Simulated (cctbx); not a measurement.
# Diagnosing a refinement

Cell a = 16.1190 Å, b = 4.2070 Å, c = 9.9330 Å, α = 90.00°, β = 126.40°, γ = 90.00°; space group Cm (no. 8).

The data are simulated with cctbx, not measured: Ga Kα, λ = 1.3414 Å, to d = 0.83 Å, 80 % of the full sphere, strongest reflection 5000 counts, noise from counting, a 1.5 % proportional error and a noise floor of 4 counts (s.d.); no absorption.

An anisotropic refinement with weights 1/σ² prints:

```text
Rint 0.032, 1022 unique reflections to 0.83 A
cycle     R1     wR2    GooF  max shift (A)
   1  0.0654  0.1357   2.507   0.07206
   7  0.0501  0.1081   1.998   0.00036
final R1 0.0501 wR2 0.1081 GooF 1.998  parameters 78  data/parameter 13.1
atom        x        y        z      Ueq    occ   su(xyz)  su(Uiso or U11)
Ho1    0.50058  0.50000 -0.00209   0.0181  1.000  0.00047  0.0007
Ho2    0.81227  0.50000  0.30632   0.0162  1.000  0.00024  0.0016
Ho3    0.18540  0.50000  0.68231   0.0115  1.000  0.00023  0.0015
Al1    0.99951  0.00000  0.49728   0.0199  1.000  0.00235  0.0037
Al2    0.13887  0.00000  0.86728   0.0271  1.000  0.00182  0.0070
Al3    0.86685  0.00000  0.13848   0.0401  1.000  0.00230  0.0097
Al4    0.13237  0.00000  0.40058   0.0229  1.000  0.00166  0.0067
Al5    0.85793  0.00000  0.58581   0.0269  1.000  0.00184  0.0088
Al6   -0.00019  0.50000  0.71059   0.0214  1.000  0.00171  0.0063
Al7    0.99888  0.50000  0.28135   0.0262  1.000  0.00187  0.0069
Al8    0.33581  0.00000  0.96901   0.0295  1.000  0.00207  0.0081
Al9    0.66281  0.00000  0.02785   0.0253  1.000  0.00154  0.0075
Al10   0.33556  0.00000  0.69707   0.0008  1.000  0.00089  0.0031  NPD
difference map: max 8.33 min -2.22 rms 0.43
Q1    0.1633  0.5000  0.3031    2    8.60  2.49 A from Al4
Q2    0.3518  0.0000  0.6728    2    2.50  0.45 A from Al10
Q3    0.3109  0.0000  0.7032    2    2.24  0.44 A from Al10
Q4    0.1866  0.5000  0.6716    2    1.68  0.12 A from Ho3
Q5    0.0194  0.5000  0.1250    2    1.54  1.77 A from Al7
Q6    0.4186  0.0000  0.2901    2    1.29  1.35 A from Al7
```

**Question.** Can this result stand? If not, what is the likely fault?

Mend it. The fault: an atom left out, Al at (0.6657, 0, 0.3064). Against the right model at the same level, R1 goes from 0.0236 to 0.0501 and GooF from 0.93 to 2.00, U of Al10 shrinks from 0.0301 to 0.0008 Å², the top difference peak, 8.6 e/Å³, lies 2.49 Å from Al4 and Al10 goes non-positive-definite. Q1 is the missing atom. With scattering power missing, scale and phases suffer, so peaks may also grow on the heavy atoms.

The compound is Ho3Al11. The right model at the same level gives:

```text
Rint 0.032, 1022 unique reflections to 0.83 A
cycle     R1     wR2    GooF  max shift (A)
   1  0.0300  0.0626   1.161   0.02438
   5  0.0236  0.0501   0.929   0.00024
final R1 0.0236 wR2 0.0501 GooF 0.929  parameters 84  data/parameter 12.2
atom        x        y        z      Ueq    occ   su(xyz)  su(Uiso or U11)
Ho1    0.50264  0.50000  0.00039   0.0176  1.000  0.00022  0.0005
Ho2    0.81128  0.50000  0.30521   0.0173  1.000  0.00011  0.0006
Ho3    0.18478  0.50000  0.68128   0.0116  1.000  0.00012  0.0008
Al1    0.99840  0.00000  0.49553   0.0202  1.000  0.00109  0.0017
Al2    0.13741  0.00000  0.86342   0.0255  1.000  0.00079  0.0033
Al3    0.86494  0.00000  0.13395   0.0462  1.000  0.00126  0.0050
Al4    0.12991  0.00000  0.39835   0.0213  1.000  0.00078  0.0030
Al5    0.85556  0.00000  0.58398   0.0267  1.000  0.00084  0.0034
Al6   -0.00128  0.50000  0.70936   0.0228  1.000  0.00082  0.0029
Al7    0.99744  0.50000  0.27965   0.0262  1.000  0.00091  0.0031
Al8    0.33539  0.00000  0.96916   0.0284  1.000  0.00091  0.0036
Al9    0.66211  0.00000  0.02837   0.0286  1.000  0.00085  0.0034
Al10   0.33654  0.00000  0.70580   0.0301  1.000  0.00091  0.0034
Al11   0.66417  0.00000  0.30479   0.0305  1.000  0.00089  0.0032
Flack x: -0.014(14)
Hooft y: -0.016(21)  Bijvoet pairs: 466
difference map: max 0.83 min -0.93 rms 0.20
Q1    0.2529  0.0000  0.7146    2    0.85  1.40 A from Al10
Q2    0.4365  0.1771  0.7858    4    0.80  1.50 A from Al10
Q3    0.1139  0.5000  0.8907    2    0.78  1.10 A from Al9
Q4    0.2567  0.0000  0.2928    2    0.75  0.81 A from Ho2
Q5    0.2138  0.5000  0.6324    2    0.74  0.85 A from Ho3
Q6    0.2377  0.5000  0.2693    2    0.69  1.42 A from Al11
```

Isotropic U is held between 0.0001 and 1 Å² by the program, and listed peak heights are interpolated, so they can pass the grid's maximum.

This is a model crystal, built by substitution and not relaxed, with assumed displacement parameters.

[Middle refinement cycles are left out of these outputs.]

[Logs are printed without paths, hosts, clocks, repeated set-up lines and the standing remarks that a program may print on its own settings, such as how far it seeks lower states.]
